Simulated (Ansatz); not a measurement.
# Stretching the linear Tc chain, moments started antiparallel, part 2 of 3

Does stretching change the magnetism or the channel count of the linear Tc chain, moments started antiparallel?

Ansatz 0.2.0; DFT PBE, plane waves, PAW; relaxation of a chain's period (the session's first sound run).

So far, absolute moment (μB): step 2 (the relaxed wire) 4.79.

### 3. The chain at a fixed length, period over the relaxed period 0.88, k-mesh 1×1×20

This step: DFT PBE, plane waves, PAW; channels and complex bands of a perfect chain (Ansatz 0.2.0).

The period is set to 0.88 times the relaxed one: shorter bonds widen the bands.

The cell differs from the one that the last finished run ended in (c 4.552 → 4.006 Å).

Contents of input.yaml:

```yaml
crystal:
  lattice:
    - [7.5, 0.0, 0.0]
    - [0.0, 7.5, 0.0]
    - [0.0, 0.0, 4.0056437897]
  atoms:
    - { symbol: Tc, position: [0.5, 0.5, 0.0], spin: 1.49 }
    - { symbol: Tc, position: [0.5, 0.5, 0.5], spin: -1.49 }
magnetization:
  spin_polarized: true
kpoints:
  mp_grid: { grid: [1, 1, 20] }
scf:
  occupations: { method: fermi_dirac, width: 0.05 }
hamiltonian:
  xc: pbe
output:
  transmission:
    e_range: [-2, 2]
    de: 0.035
    kmesh: [1, 1]
    reduced_basis: true
    leads: [[0, 0]]
  stress: true
```

Run with:

```
> ansatz run input.yaml --threads 4 --pin off --max-ram 8192MiB --backend cpu --events-out ev --progress --plain --runs-dir out
```

Numbers of over 12 decimals in the logs are rounded to 6 here.

Log:

```text
[...]
Crystal: 2 atoms, lattice volume = 225.317 Å³
Basis set: ecut = 500 eV, 5727 PW (Γ)
Bands: 21, of which v1, the nominal top of the filled ones, is band 15 counted from 1 (14 counted from 0)
Symmetry: 16 space group operations
[...]
k-points: 11 of 20
[...]
Starting moments: Σ|m| = 2.98 μB on 2 of 2 sites
[...]
SCF iter   1: F=—  HF=-10785.599523 eV  |F-HF|=—  |Δ(HF+E_count)|=         —  Δρ=2.23e-2 (↑2.23e-2 ↓2.23e-2)  dr2=5.26e0  dr2_m=4.69e-1  M=0.000 μB ∫|m|=1.147 μB  β_m=0.30  ethr=3.10e-3  ⟨swp⟩=6.2  Hψ=1164  notcnv=0
[...]
SCF iter  12: F=-10786.721369 eV  HF=-10786.721369 eV  |F-HF|=1.82e-12  |Δ(HF+E_count)|=    0.00e0  Δρ=1.18e-8 (↑1.18e-8 ↓1.18e-8)  dr2=6.57e-13  dr2_m=1.26e-13  M=0.000 μB ∫|m|=0.000 μB  ethr=1.00e-12  ⟨swp⟩=3.6  Hψ=652  notcnv=0
SCF 1 converged in 12 iterations: F = -10786.721369 eV  dr2 = 6.57e-13
[...]
WARN: the starting moments were not kept: the SCF closed with an absolute magnetisation of 2.5e-6 μB, where they sum to 2.98 μB in size (2 sites). That is at most 0.1 of that sum. Measured as dr2_m measures the in/out step, that magnetisation stands 9.8e-13 eV from none, at or under the dr2_threshold of 1.0e-7 eV: it is no larger than a step whose dr2_m would equal this threshold. The system may hold no moment; this  [...]
transmission: 12 of 72 steps passed
transmission: 18 of 72 steps passed
[...]
transmission: 72 of 72 steps passed
SCF converged after 12 iterations
Magnetization: 0.0000 μB (15.0000 up, 15.0000 down)
Absolute magnetization: 0.0000 μB (∫|ρ↑−ρ↓|, with the PAW one-centre terms)
[...]
Per-site moments (μB) at R_I (Å): [(6.379914062516821e-7, 0.826164), (-6.379914062516821e-7, 0.826164)]
Free energy (F): -10786.721369 eV
[...]
Internal energy: -10786.694908 eV  (E = F + TS)
E sigma→0 (E₀):  -10786.708138 eV
Entropy (-TS):   -0.026461 eV (-13.230 meV/atom)
Fermi energy:    -1.159913 eV
[...]
--- Stress (GPa, compression-positive) ---
       -0.242056       0.000000       0.000000
        0.000000      -0.242056       0.000000
        0.000000       0.000000      15.973918
  P = ⅓ Tr σ = 5.1633 GPa (51.633 kbar)
--- Band table (eV; the first three rows and the last of 22) ---
  k-point 0 ↑: bands = [... 11 lower, -3.1720, -3.1613, -2.9404, -0.0891, -0.0884, 1.1361, 1.1361, 2.5726, ... 2 higher]
  k-point 1 ↑: bands = [... 11 lower, -3.1573, -3.1467, -2.9135, -0.1147, -0.1140, 1.1156, 1.1156, 2.4690, ... 2 higher]
  k-point 2 ↑: bands = [... 11 lower, -3.1133, -3.1029, -2.8318, -0.1902, -0.1893, 1.0416, 1.0416, 2.1843, ... 2 higher]
  k-point 10 ↓: bands = [... 11 lower, -3.1629, -2.0025, -2.0025, -1.8408, -1.8408, -1.8349, -1.8349, 0.9266, ... 2 higher]
--- Transmission ---
  basis      : 593 plane waves across, 6 finite elements along
  points     : 1, standing for a mesh of 1 x 1
  filling    : by the input's occupations and mesh, since the crystals that have channels conduct as metals do. If one of these is a semiconductor, that mesh has misplaced its level
  energies   : 115 from -2.000000 to 1.990000 eV about the Fermi level, 0.035000 eV apart; the leads are filled to 0.000000 eV, and channels, transmission and decay are at -0.005000 eV
  crystal 0  : Tc2, at the sites [0, 0], period 4.0056 Å: whole cells are its period
    offset         : up to 0.0000 Å between an atom of the period and one for which it stands
    filled         : 21.3 meV over the level at which it is neutral
    channels       : 6.000000e0 up, 6.000000e0 down
    conductance    : 8.2646e14 S/m² at 300 K; may be off by some 0.0 % by where its bands' edges are placed, 0.0 % from the distance to neutral
```

Elapsed: 47 s, on 4 threads of Arm Neoverse V2, shared host; peak memory 0.65 GiB; 2.9 min of CPU time.

In the SCF lines HF is the Harris–Foulkes energy and dr2 the Hartree energy of the density residual, in eV; the loop may stop once dr2 is under the threshold and the program's other checks hold. Hψ counts applications of the Hamiltonian.

This step gave:

* energy at zero smearing: -10786.7081 eV
* channels at the energy nearest the Fermi level, spin up: 6
* channels at the energy nearest the Fermi level, spin down: 6
* conductance of the lead as this run defines it: 6.000 G₀
* band gap: 0 eV

Open channels of the lead against energy, zero at the Fermi level:

```
energy (eV)  spin up  spin down
     -2.000        5          5
     -1.895        5          5
     -1.790        5          5
     -1.685        6          6
     -1.615        6          6
     -1.510        6          6
     -1.405        6          6
     -1.300        6          6
     -1.195        6          6
     -1.090        6          6
     -0.985        6          6
     -0.915        6          6
     -0.810        6          6
     -0.705        6          6
     -0.600        6          6
     -0.495        6          6
     -0.390        6          6
     -0.285        6          6
     -0.215        6          6
     -0.110        6          6
     -0.005        6          6
      0.100        6          6
      0.205        6          6
      0.310        6          6
      0.415        6          6
      0.485        6          6
      0.590        6          6
      0.695        6          6
      0.800        6          6
      0.905        6          6
      1.010        6          6
      1.115        4          4
      1.185        4          4
      1.290        4          4
      1.395        4          4
      1.500        4          4
      1.605        4          4
      1.710        4          4
      1.815        4          4
      1.885        4          4
```

At the computed energy nearest the Fermi level there are 6 spin-up and 6 spin-down channels, and the thermal average gives 6.00 G₀.

### 4. The chain at a fixed length, period over the relaxed period 0.92, k-mesh 1×1×20

The period is set to 0.92 times the relaxed one: shorter bonds widen the bands.

The cell differs from the one that the last finished run ended in (c 4.006 → 4.188 Å).

input.yaml, as its differences from that of step 3:

```diff
@@ -4,3 +4,3 @@
     - [0.0, 7.5, 0.0]
-    - [0.0, 0.0, 4.0056437897]
+    - [0.0, 0.0, 4.1877185074]
   atoms:
```

Log:

```text
[...]
Crystal: 2 atoms, lattice volume = 235.559 Å³
Basis set: ecut = 500 eV, 6007 PW (Γ)
Bands: 21, of which v1, the nominal top of the filled ones, is band 15 counted from 1 (14 counted from 0)
Symmetry: 16 space group operations
[...]
k-points: 11 of 20
[...]
Starting moments: Σ|m| = 2.98 μB on 2 of 2 sites
[...]
--- Transmission ---
  basis      : 593 plane waves across, 6 finite elements along
  points     : 1, standing for a mesh of 1 x 1
[...]
crystal 0  : Tc2, at the sites [0, 0], period 4.1877 Å: whole cells are its period
[...]
filled         : 15.5 meV over the level at which it is neutral
    channels       : 6.000000e0 up, 6.000000e0 down
[...]
[key lines of the parts left out:]
SCF converged after 15 iterations
Magnetization: 0.0000 μB (15.0000 up, 15.0000 down)
Free energy (F): -10787.379182 eV
Fermi energy:    -1.388907 eV
P = ⅓ Tr σ = 1.7097 GPa (17.097 kbar)
```

The job ended after 35 s (4 threads; peak memory 0.61 GiB).

At the computed energy nearest the Fermi level there are 6 spin-up and 6 spin-down channels, and the thermal average gives 6.00 G₀.

### 5. At a set period, period over the relaxed period 0.96, k-mesh 1×1×19

The period is set to 0.96 times the relaxed one: shorter bonds widen the bands.

The cell differs from the one that the last finished run ended in (c 4.188 → 4.370 Å).

input.yaml, as its differences from that of step 4:

```diff
@@ -4,3 +4,3 @@
     - [0.0, 7.5, 0.0]
-    - [0.0, 0.0, 4.1877185074]
+    - [0.0, 0.0, 4.3697932251]
   atoms:
@@ -11,3 +11,3 @@
 kpoints:
-  mp_grid: { grid: [1, 1, 20] }
+  mp_grid: { grid: [1, 1, 19] }
 scf:
```

Log:

```text
[...]
Crystal: 2 atoms, lattice volume = 245.801 Å³
Basis set: ecut = 500 eV, 6223 PW (Γ)
Bands: 21, of which v1, the nominal top of the filled ones, is band 15 counted from 1 (14 counted from 0)
Symmetry: 16 space group operations
[...]
k-points: 10 of 19
[...]
Starting moments: Σ|m| = 2.98 μB on 2 of 2 sites
[...]
--- Transmission ---
  basis      : 593 plane waves across, 6 finite elements along
  points     : 1, standing for a mesh of 1 x 1
[...]
crystal 0  : Tc2, at the sites [0, 0], period 4.3698 Å: whole cells are its period
[...]
filled         : 20.1 meV over the level at which it is neutral
    channels       : 3.000000e0 up, 3.000000e0 down
[...]
[key lines of the parts left out:]
SCF converged after 18 iterations
Magnetization: 0.0000 μB (15.0000 up, 15.0000 down)
Free energy (F): -10787.634118 eV
Fermi energy:    -1.213020 eV
P = ⅓ Tr σ = 0.4972 GPa (4.972 kbar)
```

Elapsed: 30 s, on 4 threads; peak memory 0.61 GiB; 1.8 min of CPU time.

At the computed energy nearest the Fermi level there are 3 spin-up and 3 spin-down channels, and the thermal average gives 3.09 G₀.

Between step 3 and this run (period over the relaxed period 0.96 and k-mesh 1×1×19) the value for the conductance of the lead as this run defines it moves from 6.00 G₀ to 3.09 G₀ (-49 %).

### 6. The chain at a fixed length, period over the relaxed period 1, k-mesh 1×1×18

The period is set to 1.0 times the relaxed one, as the point of reference.

input.yaml, as its differences from that of step 5:

```diff
@@ -4,3 +4,3 @@
     - [0.0, 7.5, 0.0]
-    - [0.0, 0.0, 4.3697932251]
+    - [0.0, 0.0, 4.5518679428]
   atoms:
@@ -11,3 +11,3 @@
 kpoints:
-  mp_grid: { grid: [1, 1, 19] }
+  mp_grid: { grid: [1, 1, 18] }
 scf:
```

Log:

```text
[...]
Crystal: 2 atoms, lattice volume = 256.043 Å³
Basis set: ecut = 500 eV, 6505 PW (Γ)
Bands: 21, of which v1, the nominal top of the filled ones, is band 15 counted from 1 (14 counted from 0)
Symmetry: 16 space group operations
[...]
k-points: 10 of 18
[...]
Starting moments: Σ|m| = 2.98 μB on 2 of 2 sites
[...]
--- Transmission ---
  basis      : 593 plane waves across, 7 finite elements along
  points     : 1, standing for a mesh of 1 x 1
[...]
crystal 0  : Tc2, at the sites [0, 0], period 4.5519 Å: whole cells are its period
[...]
filled         : 13.9 meV under the level at which it is neutral
    channels       : 4.000000e0 up, 4.000000e0 down
[...]
[key lines of the parts left out:]
SCF converged after 11 iterations
Magnetization: 0.0000 μB (15.0000 up, 15.0000 down)
Free energy (F): -10787.688483 eV
Fermi energy:    -1.119191 eV
P = ⅓ Tr σ = -0.1791 GPa (-1.791 kbar)
```

The job ended after 34 s (4 threads; peak memory 0.63 GiB; 2 min of CPU time).

Open channels of the lead against energy, zero at the Fermi level:

```csv
energy (eV),spin up,spin down
-2.00,3,3
-1.90,3,3
-1.79,2,2
-1.69,1,1
-1.58,1,1
-1.48,1,1
-1.37,1,1
-1.23,3,3
-1.12,3,3
-1.02,3,3
-0.92,3,3
-0.81,3,3
-0.70,3,3
-0.60,3,3
-0.49,3,3
-0.39,3,3
-0.28,2,2
-0.18,3,3
-0.07,3,3
-0.01,4,4
0.07,4,4
0.17,5,5
0.28,5,5
0.38,5,5
0.48,5,5
0.59,4,4
0.69,4,4
0.80,4,4
0.91,4,4
1.01,4,4
1.11,4,4
1.22,4,4
1.36,4,4
1.47,4,4
1.57,4,4
1.68,4,4
1.78,4,4
1.89,4,4
1.99,1,1
```

At the computed energy nearest the Fermi level there are 4 spin-up and 4 spin-down channels, and the thermal average gives 3.59 G₀.

### 7. At a set period, period over the relaxed period 1.04, k-mesh 1×1×17

The period is set to 1.04 times the relaxed one: longer bonds narrow the bands.

The cell differs from the one that the last finished run ended in (c 4.552 → 4.734 Å).

input.yaml, as its differences from that of step 6:

```diff
@@ -4,3 +4,3 @@
     - [0.0, 7.5, 0.0]
-    - [0.0, 0.0, 4.5518679428]
+    - [0.0, 0.0, 4.7339426605]
   atoms:
@@ -11,3 +11,3 @@
 kpoints:
-  mp_grid: { grid: [1, 1, 18] }
+  mp_grid: { grid: [1, 1, 17] }
 scf:
```

Log:

```text
[...]
Crystal: 2 atoms, lattice volume = 266.284 Å³
Basis set: ecut = 500 eV, 6737 PW (Γ)
Bands: 21, of which v1, the nominal top of the filled ones, is band 15 counted from 1 (14 counted from 0)
Symmetry: 16 space group operations
[...]
k-points: 9 of 17
[...]
Starting moments: Σ|m| = 2.98 μB on 2 of 2 sites
[...]
--- Transmission ---
  basis      : 593 plane waves across, 7 finite elements along
  points     : 1, standing for a mesh of 1 x 1
[...]
crystal 0  : Tc2, at the sites [0, 0], period 4.7339 Å: whole cells are its period
[...]
filled         : 44.5 meV under the level at which it is neutral
    channels       : 3.000000e0 up, 3.000000e0 down
[...]
[key lines of the parts left out:]
SCF converged after 10 iterations
Magnetization: 0.0000 μB (15.0000 up, 15.0000 down)
Free energy (F): -10787.596590 eV
Fermi energy:    -1.033517 eV
P = ⅓ Tr σ = -0.8718 GPa (-8.718 kbar)
```

The job ended after 41 s (4 threads; peak memory 0.68 GiB; 2.6 min of CPU time).

At the computed energy nearest the Fermi level there are 3 spin-up and 3 spin-down channels, and the thermal average gives 3.02 G₀. The change of length costs 0.091 eV a cell and leaves an absolute moment of 5.54 μB a cell.

For the conductance of the lead as this run defines it, step 3 gave 6.00 G₀; this run, with period over the relaxed period 1.04 and k-mesh 1×1×17, gives 3.02 G₀ (-50 %).

### 8. The chain at a fixed length, period over the relaxed period 1.08, k-mesh 1×1×17

The period is set to 1.08 times the relaxed one: longer bonds narrow the bands.

The cell differs from the one that the last finished run ended in (c 4.734 → 4.916 Å).

input.yaml, as its differences from that of step 7:

```diff
@@ -4,3 +4,3 @@
     - [0.0, 7.5, 0.0]
-    - [0.0, 0.0, 4.7339426605]
+    - [0.0, 0.0, 4.9160173782]
   atoms:
```

Log:

```text
[...]
Crystal: 2 atoms, lattice volume = 276.526 Å³
Basis set: ecut = 500 eV, 7001 PW (Γ)
Bands: 21, of which v1, the nominal top of the filled ones, is band 15 counted from 1 (14 counted from 0)
Symmetry: 16 space group operations
[...]
k-points: 9 of 17
[...]
Starting moments: Σ|m| = 2.98 μB on 2 of 2 sites
[...]
--- Transmission ---
  basis      : 593 plane waves across, 7 finite elements along
  points     : 1, standing for a mesh of 1 x 1
[...]
crystal 0  : Tc2, at the sites [0, 0], period 4.9160 Å: whole cells are its period
[...]
filled         : 9.2 meV under the level at which it is neutral
    channels       : 3.000000e0 up, 3.000000e0 down
[...]
[key lines of the parts left out:]
SCF converged after 10 iterations
Magnetization: 0.0000 μB (15.0000 up, 15.0000 down)
Free energy (F): -10787.395478 eV
Fermi energy:    -1.088926 eV
P = ⅓ Tr σ = -1.4470 GPa (-14.470 kbar)
```

It took 42 s on 4 threads; peak memory 0.73 GiB; 2.6 min of CPU time.

At the computed energy nearest the Fermi level there are 3 spin-up and 3 spin-down channels, and the thermal average gives 3.00 G₀. The change of length costs 0.284 eV a cell and leaves an absolute moment of 6.09 μB a cell.

### 9. At a set period, period over the relaxed period 1.13, k-mesh 1×1×16

The period is set to 1.13 times the relaxed one: longer bonds narrow the bands.

The cell differs from the one that the last finished run ended in (c 4.916 → 5.144 Å).

input.yaml, as its differences from that of step 8:

```diff
@@ -4,3 +4,3 @@
     - [0.0, 7.5, 0.0]
-    - [0.0, 0.0, 4.9160173782]
+    - [0.0, 0.0, 5.1436107754]
   atoms:
@@ -11,3 +11,3 @@
 kpoints:
-  mp_grid: { grid: [1, 1, 17] }
+  mp_grid: { grid: [1, 1, 16] }
 scf:
```

Log:

```text
[...]
Crystal: 2 atoms, lattice volume = 289.328 Å³
Basis set: ecut = 500 eV, 7339 PW (Γ)
Bands: 21, of which v1, the nominal top of the filled ones, is band 15 counted from 1 (14 counted from 0)
Symmetry: 16 space group operations
[...]
k-points: 9 of 16
[...]
Starting moments: Σ|m| = 2.98 μB on 2 of 2 sites
[...]
--- Transmission ---
  basis      : 593 plane waves across, 7 finite elements along
  points     : 1, standing for a mesh of 1 x 1
[...]
crystal 0  : Tc2, at the sites [0, 0], period 5.1436 Å: whole cells are its period
[...]
filled         : 44.6 meV under the level at which it is neutral
    channels       : 3.000000e0 up, 3.000000e0 down
[...]
[key lines of the parts left out:]
SCF converged after 9 iterations
Magnetization: 0.0000 μB (15.0000 up, 15.0000 down)
Free energy (F): -10787.034348 eV
Fermi energy:    -1.240103 eV
P = ⅓ Tr σ = -1.7921 GPa (-17.921 kbar)
```

Wall time 31 s (4 threads); peak memory 0.66 GiB.

Table of open channels of the lead by energy, zero at the Fermi level:

```
energy (eV)  spin up  spin down
     -2.000        3          3
     -1.895        0          0
     -1.790        1          1
     -1.685        1          1
     -1.615        1          1
     -1.510        1          1
     -1.405        1          1
     -1.300        1          1
     -1.195        1          1
     -1.090        1          1
     -0.985        0          0
     -0.915        0          0
     -0.810        0          0
     -0.705        0          0
     -0.600        3          3
     -0.495        3          3
     -0.390        3          3
     -0.285        3          3
     -0.215        3          3
     -0.110        3          3
     -0.005        3          3
      0.100        3          3
      0.205        3          3
      0.310        3          3
      0.415        4          4
      0.485        6          6
      0.590        4          4
      0.695        4          4
      0.800        4          4
      0.905        4          4
      1.010        4          4
      1.115        4          4
      1.185        3          3
      1.290        3          3
      1.395        3          3
      1.500        1          1
      1.605        1          1
      1.710        1          1
      1.815        1          1
      1.885        1          1
```

At the computed energy nearest the Fermi level there are 3 spin-up and 3 spin-down channels, and the thermal average gives 3.00 G₀. The change of length costs 0.644 eV a cell and leaves an absolute moment of 6.64 μB a cell.

Between step 3 and this run (period over the relaxed period 1.13 and k-mesh 1×1×16) the value for the conductance of the lead as this run defines it moves from 6.00 G₀ to 3.00 G₀ (-50 %).

### 10. The chain at a fixed length, period over the relaxed period 1.2, k-mesh 1×1×15

The period is set to 1.2 times the relaxed one: longer bonds narrow the bands.

The cell differs from the one that the last finished run ended in (c 5.144 → 5.462 Å).

input.yaml, as its differences from that of step 9:

```diff
@@ -4,3 +4,3 @@
     - [0.0, 7.5, 0.0]
-    - [0.0, 0.0, 5.1436107754]
+    - [0.0, 0.0, 5.4622415314]
   atoms:
@@ -11,3 +11,3 @@
 kpoints:
-  mp_grid: { grid: [1, 1, 16] }
+  mp_grid: { grid: [1, 1, 15] }
 scf:
```

Log:

```text
[...]
Crystal: 2 atoms, lattice volume = 307.251 Å³
Basis set: ecut = 500 eV, 7819 PW (Γ)
Bands: 21, of which v1, the nominal top of the filled ones, is band 15 counted from 1 (14 counted from 0)
Symmetry: 16 space group operations
[...]
k-points: 8 of 15
[...]
Starting moments: Σ|m| = 2.98 μB on 2 of 2 sites
[...]
--- Transmission ---
  basis      : 593 plane waves across, 8 finite elements along
  points     : 1, standing for a mesh of 1 x 1
[...]
crystal 0  : Tc2, at the sites [0, 0], period 5.4622 Å: whole cells are its period
[...]
filled         : 23.9 meV under the level at which it is neutral
    channels       : 3.000000e0 up, 3.000000e0 down
[...]
[key lines of the parts left out:]
SCF converged after 10 iterations
Magnetization: 0.0000 μB (15.0000 up, 15.0000 down)
Free energy (F): -10786.427134 eV
Fermi energy:    -1.320143 eV
P = ⅓ Tr σ = -1.9038 GPa (-19.038 kbar)
```

Elapsed: 38 s, on 4 threads; peak memory 0.66 GiB.

At the computed energy nearest the Fermi level there are 3 spin-up and 3 spin-down channels, and the thermal average gives 3.00 G₀. The change of length costs 1.254 eV a cell and leaves an absolute moment of 7.37 μB a cell.

For the conductance of the lead as this run defines it, step 3 gave 6.00 G₀; this run, with period over the relaxed period 1.2 and k-mesh 1×1×15, gives 3.00 G₀ (-50 %).

(Continued in part 3 of 3.)

[Logs are printed without paths, hosts, clocks, repeated set-up lines and the standing remarks that a program may print on its own settings, such as how far it seeks lower states.]

[Hosts, paths, dates, database ids (printed as entryN), source tags and the programs' standing remarks are cut or masked in the printed files.]
